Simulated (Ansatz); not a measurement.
Records of electronic-structure calculations.

```
! title: Ge7F2 (fluorine-terminated (110) film, 7 layers): band gap by G0W0 on PBEsol
! method: DFT, PBEsol, plane waves, PAW; PAW set soft_1 (and 1 further level or step)
! program: Ansatz 0.2.0
! settings of one run: cutoff 420 eV, 6×4×1 k-mesh, smearing width 0.02 eV, PAW set soft 1, strain 0, termination F
! cost: 3 runs, 11 min in all on 1 × NVIDIA H100 80GB HBM3 (shared by 6 runs) with 3 threads of AMD EPYC 7R13 (Zen 3), shared host (the runs of this entry)
! notes: Values taken over the cell’s volume include its vacuum. The start is a generated structure, not a measured one. Limits: no spin-orbit coupling. For the G0W0 step: the program’s warnings for this run: subspace factor gpu capped. The program marks 3 of the 40 corrected levels as in doubt (Σc rises), neither edge state among them.
! PBEsol gap over mesh and path: 0.389 eV, from k = Γ to k = (0.000, 0.500, 0.000)
! G0W0@PBEsol gap over 5 of 9 irreducible mesh points: 0.827 eV, from k = Γ to k = (0.000, -0.500, 0.000)
! GW settings: 4×4×1 mesh, 1762 empty bands, screening to 75 eV, PAW set soft_1 files
! known limits: finite bands, screening cutoff and k mesh; no spin-orbit coupling in G0W0
CELL_PARAMETERS angstrom
4.00081 0.00000 0.00000
0.00000 5.65800 0.00000
0.00000 0.00000 56.70000
ATOMIC_POSITIONS crystal
Ge 0.00000 0.00339 0.39406
Ge 0.00000 0.75023 0.42934
Ge 0.50000 0.49977 0.42934
Ge 0.50000 0.24661 0.39406
Ge 0.00000 0.00010 0.46467
Ge 0.00000 0.75002 0.50000
Ge 0.50000 0.49998 0.50000
Ge 0.50000 0.24990 0.46467
Ge 0.00000 0.00010 0.53533
Ge 0.00000 0.75023 0.57066
Ge 0.50000 0.49977 0.57066
Ge 0.50000 0.24990 0.53533
Ge 0.00000 0.00339 0.60594
Ge 0.50000 0.24661 0.60594
F 0.00000 0.81797 0.36949
F 0.50000 0.43203 0.36949
F 0.00000 0.81797 0.63051
F 0.50000 0.43203 0.63051
```

[Paths, hosts, dates, memory and timing lines, banners, echoed tables and standing remarks are left out of the program output.]

[Logs are printed without paths, hosts, clocks, repeated set-up lines and the standing remarks that a program may print on its own settings, such as how far it seeks lower states.]

[Runs of the session that timed out or met a known fault of the program may be left out.]

[Cells called generated may have been cut or substituted from an entry of the Crystallography Open Database or the Materials Project.]

[Hosts, paths, dates, database ids (printed as entryN), source tags and the programs' standing remarks are cut or masked in the printed files.]
